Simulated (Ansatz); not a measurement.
# 1T-CrSeTe bilayer (AA) in a perpendicular field, part 2 of 3

What dipole does a perpendicular field induce in the 1T-CrSeTe bilayer (AA)? A positive field points along +c.

Ansatz 0.2.0; plane-wave DFT, PBE+U-D3(BJ), Ansatz PAW.

So far. Step 2 (Relaxing the slab): The lattice constant a goes from 3.450 to 3.530 Å.

## Step 3: Atoms held, field 0

A sawtooth potential applies the field, turning back in the middle of the vacuum. With the dipole correction the typed value is the field outside the slab. The induced dipole is small, so the SCF threshold is tight.

The cell differs from the one that the last finished run ended in (c 50.223 → 27.566 Å).

Contents of input.yaml:

```yaml
crystal:
  lattice:
    - [3.5298349251, 0.0, 0.0]
    - [-1.7649174626, 3.0569267163, 0.0]
    - [0.0, 0.0, 27.5664507107]
  atoms:
    - { symbol: Te, position: [0.6666666667, 0.3333333333, 0.3264838152], spin: -0.16 }
    - { symbol: Cr, position: [0.0, 0.0, 0.3951446859], spin: 2.89 }
    - { symbol: Se, position: [0.3333333333, 0.6666666667, 0.4450573031], spin: -0.22 }
    - { symbol: Te, position: [0.6666666667, 0.3333333333, 0.554414054], spin: -0.19 }
    - { symbol: Cr, position: [0.0, 0.0, 0.6228637786], spin: 2.89 }
    - { symbol: Se, position: [0.3333333333, 0.6666666667, 0.6735161848], spin: -0.23 }
magnetization:
  spin_polarized: true
kpoints:
  mp_grid: { grid: [18, 18, 1] }
  band_path:
    path: [[0, 0, 0], [0.5, 0, 0], [0.33333333, 0.33333333, 0], [0, 0, 0]]
    npoints: 16
hamiltonian:
  xc: pbe
  dispersion: d3bj
  hubbard: { sites: [{ species: Cr, l: d, u_eff: 2.0 }] }
scf:
  occupations: { method: fermi_dirac, width: 0.05 }
  convergence: { dr2_threshold: 1.0e-10 }
efield:
  axis: 3
  dipole_correction: true
  ramp_position: 0.97
  ramp_width: 0.06
  amplitude: 0
output:
  dos: { projected: true, e_range: [-6, 5] }
  bader: true
  write_potential: true
  write_density: true
  volumetric_format: npy
  elf: true
```

Launch:

```bash
$ ansatz run input.yaml --threads 4 --pin off --max-ram 12288MiB --backend cpu --events-out ev --progress --plain --runs-dir out
```

Numbers of over 12 decimals in the logs are rounded to 6 here.

Log:

```text
[...]
Crystal: 6 atoms, lattice volume = 297.454 Å³
Basis set: ecut = 420 eV, 5787 PW (Γ)
Bands: 60, of which v1, the nominal top of the filled ones, is band 46 counted from 1 (45 counted from 0)
Symmetry: 6 space group operations
k-points: 37 of 324 (time reversal used)
[...]
Starting moments: Σ|m| = 6.58 μB on 6 of 6 sites
[...]
SCF iter   1: F=—  HF=-31657.092895 eV  |F-HF|=—  |Δ(HF+E_count)|=         —  Δρ=5.87e-2 (↑5.87e-2 ↓2.62e-2)  dr2=2.36e1  dr2_m=1.44e0  M=4.518 μB ∫|m|=6.030 μB  β_m=0.30  ethr=3.10e-3  p=-0.000 e·Å  D=-1.52e-6 V/Å  ΔV_dip=0.00 eV  dr2_dipole=8.93e-4  V_vac-E_F(+/−)=4.90/4.90 eV  ⟨swp⟩=10.8  Hψ=20571  notcnv=0  defer=30
efield: sawtooth ramp at fractional position 0.9700 (set: `efield.ramp_position`, or a place that a band, a saddle search or an elastic batch's reference lends), width 0.0600; the density the first Hamiltonian is built on has a dipole p = -0.000 e·Å; the dipole correction subtracts the counter field D = -1.52e-6 V/Å, which shifts the + side's vacuum level by +0.00 eV against the − side's; the planar-averaged density in the ramp window peaks in size at 1.3e-5 e/Å³
[...]
SCF iter   2: F=—  HF=-31654.961306 eV  |F-HF|=—  |Δ(HF+E_count)|=    2.13e0  Δρ=1.91e-2 (↑1.91e-2 ↓1.40e-2)  dr2=3.64e0  dr2_m=4.43e-1  M=5.501 μB ∫|m|=7.383 μB  β_m=1.00  ethr=3.10e-3  p=-0.000 e·Å  D=-1.36e-6 V/Å  ΔV_dip=0.00 eV  dr2_dipole=9.52e-1  V_vac-E_F(+/−)=5.96/5.96 eV  ⟨swp⟩=3.4  Hψ=9824  notcnv=0  defer=373  κ⁻¹=1.0e0(r=1)
[...]
SCF iter   8: F=—  HF=-31656.084751 eV  |F-HF|=—  |Δ(HF+E_count)|=   8.77e-1  Δρ=2.14e-2 (↑2.14e-2 ↓5.44e-3)  dr2=3.33e1  dr2_m=2.20e-1  M=5.072 μB ∫|m|=7.677 μB  β_m=1.20  ethr=2.67e-4  p=-0.149 e·Å  D=-9.07e-2 V/Å  ΔV_dip=2.50 eV  dr2_dipole=1.51e1  V_vac-E_F(+/−)=6.33/3.83 eV  ⟨swp⟩=4.6  Hψ=9296  notcnv=0  defer=453  κ⁻¹=1.0e0(r=1)
density mixer auto → broyden: no gap read (density of states about μ 0.99 of a free-electron gas's, 60 screened modes)
SCF iter   9: F=—  HF=-31655.243043 eV  |F-HF|=—  |Δ(HF+E_count)|=   8.42e-1  Δρ=3.14e-3 (↑3.14e-3 ↓1.81e-3)  dr2=2.13e-1  dr2_m=2.92e-3  M=5.312 μB ∫|m|=7.817 μB  β_m=1.20  ethr=2.67e-4  p=-0.012 e·Å  D=-7.29e-3 V/Å  ΔV_dip=0.20 eV  dr2_dipole=1.16e-1  V_vac-E_F(+/−)=5.47/5.27 eV  ⟨swp⟩=3.5  Hψ=7122  notcnv=0  defer=382  κ⁻¹=1.5e-3(r=2)
[...]
SCF iter  27: F=-31655.272248 eV  HF=-31655.272248 eV  |F-HF|=2.55e-11  |Δ(HF+E_count)|=  1.89e-10  Δρ=8.08e-8 (↑8.08e-8 ↓7.46e-8)  dr2=4.85e-11  dr2_m=1.04e-12  M=5.282 μB ∫|m|=7.757 μB  ethr=1.00e-12  p=-0.038 e·Å  D=-2.30e-2 V/Å  ΔV_dip=0.63 eV  dr2_dipole=1.35e-12  V_vac-E_F(+/−)=5.66/5.02 eV  ⟨swp⟩=14.0  Hψ=16528  notcnv=0
SCF 1 converged in 27 iterations: F = -31655.272248 eV  dr2 = 4.85e-11
[...]
this state was not tested for a lower state beside it, because the mixer in use, unlike msr1, does not test its closes by its own steps (another_mixer; see scf.mixing.algorithm and scf.lower_state_search)
NSCF: frozen V_eff on 49 k-points
efield: sawtooth ramp at fractional position 0.9700 (kept from the solve that this one continues, or follows in the run), width 0.0600; the density the first Hamiltonian is built on has a dipole p = -0.038 e·Å; the dipole correction subtracts the counter field D = -2.30e-2 V/Å, which shifts the + side's vacuum level by +0.63 eV against the − side's; the planar-averaged density in the ramp window peaks in size at 1.3e-5 e/Å³
SCF converged after 27 iterations
Magnetization: 5.2816 μB (48.6408 up, 43.3592 down)
Absolute magnetization: 7.7286 μB (∫|ρ↑−ρ↓|, with the PAW one-centre terms)
[...]
Per-site moments (μB) at R_I (Å): [(-0.166282, 1.147291), (2.888384, 1.014313), (-0.219274, 1.014313), (-0.190288, 1.145659), (2.887685, 1.019044), (-0.231232, 1.019044)]
Free energy (F): -31655.272248 eV
[...]
Internal energy: -31655.252117 eV  (E = F + TS)
E sigma→0 (E₀):  -31655.262182 eV
Entropy (-TS):   -0.020132 eV (-3.355 meV/atom)
Fermi energy:    1.860092 eV
Dipole field:    D = -0.023001 V/Å  (p = -0.037809 e·Å, saw-weighted, corrected)
Work function:   Φ+ = 5.6589 eV   Φ− = 5.0249 eV
Levels:          The Fermi level and band energies are counted from a zero that moves with the ramp; work functions are not
[...]
--- Band table (eV; the first three rows and the last of 74) ---
  k-point 0 ↑: bands = [... 42 lower, 0.1600, 0.1600, 1.1188, 1.9778, 3.3528, 3.3528, 3.5320, 3.5320, ... 10 higher]
  k-point 1 ↑: bands = [... 42 lower, 0.1359, 0.1541, 1.1057, 1.9459, 3.1968, 3.3088, 3.3245, 3.4959, ... 10 higher]
  k-point 2 ↑: bands = [... 42 lower, 0.0695, 0.1446, 1.0511, 1.8064, 2.7619, 2.9146, 3.1754, 3.3807, ... 10 higher]
  k-point 36 ↓: bands = [... 42 lower, 0.3322, 0.3855, 4.4303, 4.5704, 4.8278, 4.8602, 4.9375, 5.0757, ... 10 higher]
Occupation matrices written to <dir>
--- Bader charges: 6 sites ---
  site symbol  charge [e]  shift [e]    m [muB]
     0     Te     -0.3860     0.0008    -0.2224
     1     Cr      0.9879     0.0001     3.1420
     2     Se     -0.6466     0.0010    -0.2418
     3     Te     -0.3349     0.0008    -0.2584
     4     Cr      0.9861     0.0001     3.1340
     5     Se     -0.6066     0.0009    -0.2719
  estimated error of the sums over rays = 5.9e-4 e
```

Wall time 60 s (4 threads of Intel Xeon Platinum 8559C (Emerald Rapids), shared host); peak memory 1.9 GiB.

In the SCF lines HF is the Harris–Foulkes energy and dr2 the Hartree energy of the density residual, in eV; the loop may stop once dr2 is under the threshold and the program's other checks hold. Hψ counts applications of the Hamiltonian.

This step gave:

* energy at zero smearing: -31655.2622 eV
* total moment: 5.282 μB
* site moments: -0.1663, 2.888, -0.2193, -0.1903, 2.888, -0.2312 μB
* work function, upper face: 5.659 eV
* work function, lower face: 5.025 eV
* dipole along the normal: -0.03781 e·Å
* step between the vacuum levels: 0.6341 eV

Running mean over a fixed 2.7 Å (it still follows the layers) of the planar mean; the ramp of the sawtooth is left out. The electron's electrostatic potential energy less the Fermi level by z:

z (Å), electron's electrostatic potential energy less the Fermi level (eV) and a bar from the least value:
```
        4       5.02 ############################
        5       5.02 ############################
        6       4.94 ############################
        7       3.63 ########################
        8       1.36 ##################
        9      -1.53 ##########
       10      -4.01 ####
       11      -5.34 
       12      -4.13 ###
       13      -0.41 #############
       14       0.55 ################
       15      -0.81 ############
       16      -3.53 #####
       17      -5.18 
       18      -4.78 ##
       19      -0.69 #############
       20       3.11 #######################
       21       5.42 #############################
       22       5.65 ##############################
       23       5.66 ##############################
       24       5.66 ##############################
```

The density of states has structure finer than the step of the table below, so its rows give means over 0.2 eV, whole bins alone (the curve runs from -6 to 1.99 eV). Peaks (eV: height): total -2.75: 9.98, -2.33: 15.3, -2.09: 13.2, -1.70: 15.9, -1.45: 10.1, -1.34: 13.4, -1.23: 11.8; up -2.75: 7.74, -2.33: 11.9, -2.09: 9.99, -1.70: 6.78, -1.34: 7.90, -1.23: 8.47, 1.97: 6.18; down -4.02: 3.86, -3.71: 3.83, -2.31: 5.69, -1.92: 3.88, -1.70: 9.09, -1.53: 6.34, -1.37: 6.22.

The density of states by energy, zero at the Fermi level; means over each step; values in states/eV a cell:

| energy (eV) | total | up | down |
| --- | --- | --- | --- |
| -5.8 | 0 | 0 | 0 |
| -5.6 | 0.0173 | 0.0173 | 0 |
| -5.4 | 0.675 | 0.675 | 0 |
| -5.2 | 1.17 | 1.17 | 0 |
| -5.0 | 1.88 | 1.30 | 0.581 |
| -4.8 | 2.71 | 1.58 | 1.13 |
| -4.6 | 3.21 | 1.96 | 1.25 |
| -4.4 | 5.28 | 3.31 | 1.97 |
| -4.2 | 5.03 | 2.60 | 2.43 |
| -4.0 | 6.32 | 3.12 | 3.20 |
| -3.8 | 3.95 | 1.68 | 2.26 |
| -3.6 | 4.59 | 2.21 | 2.38 |
| -3.4 | 4.21 | 3.01 | 1.20 |
| -3.2 | 4.55 | 3.62 | 0.931 |
| -3.0 | 4.49 | 2.47 | 2.02 |
| -2.8 | 6.86 | 4.63 | 2.23 |
| -2.6 | 6.80 | 4.67 | 2.12 |
| -2.4 | 6.70 | 4.38 | 2.31 |
| -2.2 | 7.85 | 5.02 | 2.84 |
| -2.0 | 8.09 | 5.16 | 2.94 |
| -1.8 | 8.80 | 4.86 | 3.95 |
| -1.6 | 6.78 | 2.30 | 4.48 |
| -1.4 | 9.73 | 4.56 | 5.18 |
| -1.2 | 8.03 | 4.42 | 3.62 |
| -1.0 | 6.00 | 4.16 | 1.84 |
| -0.8 | 4.49 | 2.96 | 1.54 |
| -0.6 | 4.13 | 2.18 | 1.95 |
| -0.4 | 4.05 | 2.62 | 1.43 |
| -0.2 | 3.06 | 2.04 | 1.02 |
| 0.0 | 2.34 | 1.60 | 0.744 |
| 0.2 | 1.80 | 1.18 | 0.624 |
| 0.4 | 1.55 | 1.01 | 0.536 |
| 0.6 | 1.37 | 0.913 | 0.458 |
| 0.8 | 1.24 | 0.848 | 0.393 |
| 1.0 | 1.85 | 1.52 | 0.332 |
| 1.2 | 2.28 | 1.98 | 0.296 |
| 1.4 | 3.20 | 3.01 | 0.196 |
| 1.6 | 1.97 | 1.92 | 0.0540 |
| 1.8 | 2.78 | 2.51 | 0.277 |

Projected DOS per atom over height of the atomic layer and energy from the Fermi level. Layers: Te Cr Se Te Cr Se from below.

Ten even steps from '0' (0.00 states/eV) to '9' (1.94 states/eV), each cell a mean:
```
242131
122122
121111
100100
200201
211311
422522
332433
464585
587487
695496
794575
365385
366234
242253
433335
436535
426423
223311
111110
000000
000000
```
Columns: height of the atomic layer (Å) from 9 to 18.6 (not evenly spaced); rows upwards: energy from the Fermi level (eV) from -5.96 to 1.96.

Projected DOS per atom, spin up over height of the atomic layer and energy from the Fermi level. Layers: Te Cr Se Te Cr Se from below.

Ten even steps from '_' (0.00 states/eV) to '@' (1.69 states/eV), each cell a mean:
```
::--::::::..
..::::..--::
..::::......
..____..____
..____..__..
......::....
::::..--::::
::::..::--::
::**::..##--
..##....**::
--%%..::@@..
++@@..==##..
..**::::@@--
..**--..--::
..==::..++::
..--....::::
::::::::----
::::--::::::
..::::::....
..........__
____________
____________
```
Columns: height of the atomic layer (Å) from 9 to 18.6 (not evenly spaced); rows upwards: energy from the Fermi level (eV) from -5.96 to 1.96.

Projected DOS per atom, spin down over height of the atomic layer and energy from the Fermi level. Layers: Te Cr Se Te Cr Se from below.

Ten even steps from '0' (0.00 states/eV) to '9' (1.10 states/eV), each cell a mean:
```
020010
000000
000000
100100
100100
200200
410401
311502
413535
749649
737327
415427
215214
314215
101202
514315
416515
315411
202300
000000
000000
000000
```
Columns: height of the atomic layer (Å) from 9 to 18.6 (not evenly spaced); rows upwards: energy from the Fermi level (eV) from -5.96 to 1.96.

Deep bands are left out, so band numbers here count from the lowest band kept and differ from the log's. The electronic bands at the labelled points (eV, zero at the Fermi level; # counts the bands kept):

| point | up #14 | up #16 | up #17 | up #18 | down #9 | down #10 | down #11 | down #12 |
| --- | --- | --- | --- | --- | --- | --- | --- | --- |
| Γ | 0.12 | 1.49 | 1.67 | 1.67 | 1.52 | 1.52 | 1.64 | 1.64 |
| halfway | -0.79 | -0.04 | 0.65 | 0.88 | -1.26 | -0.62 | 0.25 | 0.38 |
| M | -1.24 | -0.94 | -0.49 | -0.27 | -1.50 | -1.38 | -0.41 | -0.28 |
| halfway | -1.26 | -1.08 | -0.68 | -0.48 | -1.88 | -1.66 | -1.46 | -1.38 |
| K | -1.39 | -1.05 | -0.79 | -0.68 | -2.00 | -1.73 | -1.53 | -1.47 |
| halfway | -0.94 | -0.45 | 0.20 | 0.54 | -1.26 | -0.86 | -0.62 | -0.45 |
| Γ | 0.12 | 1.49 | 1.67 | 1.67 | 1.52 | 1.52 | 1.64 | 1.64 |

Spin density in the ca plane at fractional y = 0.000, with atoms of Cr within 0.2 Å of it.

Ten even steps from '0' (0.0 e/Å³) to '9' (4.0 e/Å³), each cell a mean:
```
00000000000000000003641000000000000036410000
00000000000000000000110000000000000001100000
00000000000000000000000000000000000000000000
00000000000000000000000000000000000000000000
00000000000000000000000000000000000000000000
00000000000000000000000000000000000000000000
00000000000000000000000000000000000000000000
00000000000000000001320000000000000013200000
00000000000000000014962000000000000149720000
```
Columns run along c (16.0 Å, from fractional 0.13 to 0.71 of the cell), rows up along a (3.5 Å). Atoms in or near the plane, at fractional coordinates: Cr at (0.40, 0.00), Cr at (0.62, 0.00).

Valence density in the ca plane at fractional y = 0.000, with atoms of Cr within 0.2 Å of it. It is the smooth field of the valence electrons, not physical close to the nuclei.

Ten steps, logarithmic in the rise over the least value, from '0' (0 e/Å³) to '9' (19 e/Å³), each cell a mean:
```
00000000000000000000112589731000000001114798
00000000000000000011111245421100000011112454
00000000000000000111211112222110000112211112
00000000000000000122221111122211001122211111
00000000000000000122221111122221001222221111
00000000000000000112221111122211001122211111
00000000000000000011111223221110000111111232
00000000000000000001111467631100000011113676
00000000000000000000112699841000000000115899
```
Columns run along c (16.0 Å, from fractional 0.07 to 0.65 of the cell), rows up along a (3.5 Å). Atoms in or near the plane, at fractional coordinates: Cr at (0.40, 0.00), Cr at (0.62, 0.00).

Electrostatic potential energy in the ca plane at fractional y = 0.000, with atoms of Cr within 0.2 Å of it. With pseudopotentials it is smooth inside the atoms' cores, unlike the true potential.

Values in eV, 5 rows by 16 columns, each cell a mean:
```
  7   7   7   7   7   7   5   3 -17 -29   1   6   6   4  -7 -32
  7   7   7   7   7   7   2  -3   0  -2   1   5   4  -3   0  -2
  7   7   7   7   7   6   0  -9   3   3  -3   4   3  -9   0   4
  7   7   7   7   7   7   3   0  -3  -8   2   5   5   0   0 -10
  7   7   7   7   7   7   6   4 -20 -33   0   6   6   5 -10 -36
```
Columns run along c (16.0 Å, from fractional 0.07 to 0.65 of the cell; values clipped at the 3rd and 97th percentile), rows up along a (3.5 Å). Atoms in or near the plane, at fractional coordinates: Cr at (0.40, 0.00), Cr at (0.62, 0.00).

The work function of the upper face is 5.66 eV.

## Step 4: Atoms held, field 0.03 V/Å

Edit input.yaml of step 3 so:

```diff
@@ -31,6 +31,4 @@
   ramp_width: 0.06
-  amplitude: 0
+  amplitude: 0.03
 output:
-  dos: { projected: true, e_range: [-6, 5] }
-  bader: true
   write_potential: true
@@ -38,2 +36 @@
   volumetric_format: npy
-  elf: true
```

Log:

```text
[...]
Crystal: 6 atoms, lattice volume = 297.454 Å³
Basis set: ecut = 420 eV, 5787 PW (Γ)
Bands: 60, of which v1, the nominal top of the filled ones, is band 46 counted from 1 (45 counted from 0)
Symmetry: 6 space group operations
k-points: 37 of 324 (time reversal used)
[...]
Starting moments: Σ|m| = 6.58 μB on 6 of 6 sites
[...]
k-point 1 ↑: bands = [... 42 lower, 0.1350, 0.1531, 1.1072, 1.9443, 3.1940, 3.3059, 3.3238, 3.4951, ... 10 higher]
  k-point 2 ↑: bands = [... 42 lower, 0.0686, 0.1427, 1.0515, 1.8049, 2.7609, 2.9123, 3.1726, 3.3797, ... 10 higher]
  k-point 36 ↓: bands = [... 42 lower, 0.3324, 0.3824, 4.4262, 4.5691, 4.8252, 4.8577, 4.9343, 5.0747, ... 10 higher]
Occupation matrices written to <dir>
[key lines of the parts left out:]
SCF converged after 27 iterations
Magnetization: 5.2806 μB (48.6403 up, 43.3597 down)
Free energy (F): -31655.271436 eV
Fermi energy:    1.858061 eV
Dipole field:    D = -0.009947 V/Å  (p = -0.016352 e·Å, saw-weighted, corrected)
```

Run time: 48 s. Hardware: 4 threads; peak memory 1.9 GiB; 3.1 min of CPU time.

The dipole is -0.0164 e·Å, 0.0215 e·Å from its value without field.

## Step 5: Atoms held, field -0.03 V/Å

Edit input.yaml of step 4 so:

```diff
@@ -31,3 +31,3 @@
   ramp_width: 0.06
-  amplitude: 0.03
+  amplitude: -0.03
 output:
```

Log:

```text
[...]
Crystal: 6 atoms, lattice volume = 297.454 Å³
Basis set: ecut = 420 eV, 5787 PW (Γ)
Bands: 60, of which v1, the nominal top of the filled ones, is band 46 counted from 1 (45 counted from 0)
Symmetry: 6 space group operations
k-points: 37 of 324 (time reversal used)
[...]
Starting moments: Σ|m| = 6.58 μB on 6 of 6 sites
[...]
k-point 1 ↑: bands = [... 42 lower, 0.1367, 0.1549, 1.1041, 1.9474, 3.1995, 3.3115, 3.3252, 3.4967, ... 10 higher]
  k-point 2 ↑: bands = [... 42 lower, 0.0703, 0.1465, 1.0505, 1.8079, 2.7628, 2.9169, 3.1781, 3.3816, ... 10 higher]
  k-point 36 ↓: bands = [... 42 lower, 0.3320, 0.3886, 4.4344, 4.5717, 4.8302, 4.8628, 4.9406, 5.0767, ... 10 higher]
Occupation matrices written to <dir>
[key lines of the parts left out:]
SCF converged after 27 iterations
Magnetization: 5.2825 μB (48.6412 up, 43.3588 down)
Free energy (F): -31655.273704 eV
Fermi energy:    1.862060 eV
Dipole field:    D = -0.036053 V/Å  (p = -0.059265 e·Å, saw-weighted, corrected)
```

Elapsed: 48 s, on 4 threads; peak memory 1.9 GiB; 3.1 min of CPU time.

The dipole is -0.0593 e·Å, -0.0215 e·Å from its value without field.

## Step 6: Atoms held, field 0.15 V/Å

Edit input.yaml of step 5 so:

```diff
@@ -31,3 +31,3 @@
   ramp_width: 0.06
-  amplitude: -0.03
+  amplitude: 0.15
 output:
```

Log:

```text
[...]
Crystal: 6 atoms, lattice volume = 297.454 Å³
Basis set: ecut = 420 eV, 5787 PW (Γ)
Bands: 60, of which v1, the nominal top of the filled ones, is band 46 counted from 1 (45 counted from 0)
Symmetry: 6 space group operations
k-points: 37 of 324 (time reversal used)
[...]
Starting moments: Σ|m| = 6.58 μB on 6 of 6 sites
[...]
k-point 1 ↑: bands = [... 42 lower, 0.1309, 0.1488, 1.1123, 1.9374, 3.1820, 3.2937, 3.3203, 3.4914, ... 10 higher]
  k-point 2 ↑: bands = [... 42 lower, 0.0645, 0.1348, 1.0524, 1.7982, 2.7557, 2.9025, 3.1607, 3.3752, ... 10 higher]
  k-point 36 ↓: bands = [... 42 lower, 0.3325, 0.3694, 4.4088, 4.5631, 4.8132, 4.8478, 4.9208, 5.0699, ... 10 higher]
Occupation matrices written to <dir>
[key lines of the parts left out:]
SCF converged after 27 iterations
Magnetization: 5.2770 μB (48.6385 up, 43.3615 down)
Free energy (F): -31655.274624 eV
Fermi energy:    1.849305 eV
Dipole field:    D = 0.042279 V/Å  (p = 0.069500 e·Å, saw-weighted, corrected)
```

Elapsed: 48 s, on 4 threads; peak memory 1.9 GiB.

The dipole is 0.0695 e·Å, 0.107 e·Å from its value without field.

## Step 7: Atoms held, field 0.25 V/Å

Edit input.yaml of step 6 so:

```diff
@@ -31,3 +31,3 @@
   ramp_width: 0.06
-  amplitude: 0.15
+  amplitude: 0.25
 output:
```

Log:

```text
[...]
Crystal: 6 atoms, lattice volume = 297.454 Å³
Basis set: ecut = 420 eV, 5787 PW (Γ)
Bands: 60, of which v1, the nominal top of the filled ones, is band 46 counted from 1 (45 counted from 0)
Symmetry: 6 space group operations
k-points: 37 of 324 (time reversal used)
[...]
Starting moments: Σ|m| = 6.58 μB on 6 of 6 sites
[...]
k-point 1 ↑: bands = [... 42 lower, 0.1267, 0.1445, 1.1154, 1.9309, 3.1709, 3.2825, 3.3167, 3.4875, ... 10 higher]
  k-point 2 ↑: bands = [... 42 lower, 0.0603, 0.1279, 1.0521, 1.7920, 2.7503, 2.8939, 3.1497, 3.3708, ... 10 higher]
  k-point 36 ↓: bands = [... 42 lower, 0.3320, 0.3580, 4.3935, 4.5573, 4.8013, 4.8398, 4.9087, 5.0650, ... 10 higher]
Occupation matrices written to <dir>
[key lines of the parts left out:]
SCF converged after 27 iterations
Magnetization: 5.2740 μB (48.6370 up, 43.3630 down)
Free energy (F): -31655.285152 eV
Fermi energy:    1.841222 eV
Dipole field:    D = 0.085825 V/Å  (p = 0.141082 e·Å, saw-weighted, corrected)
```

The job ended after 49 s (4 threads; peak memory 1.9 GiB).

The dipole is 0.141 e·Å, 0.179 e·Å from its value without field.

(Continued in part 3 of 3.)

[Logs are printed without paths, hosts, clocks, repeated set-up lines and the standing remarks that a program may print on its own settings, such as how far it seeks lower states.]

[Hosts, paths, dates, database ids (printed as entryN), source tags and the programs' standing remarks are cut or masked in the printed files.]

[Maps of the electrostatic potential energy from Ansatz leave out the sawtooth potential of an applied field or a dipole correction, so their vacuum need not be flat; planar profiles and work functions include it.]
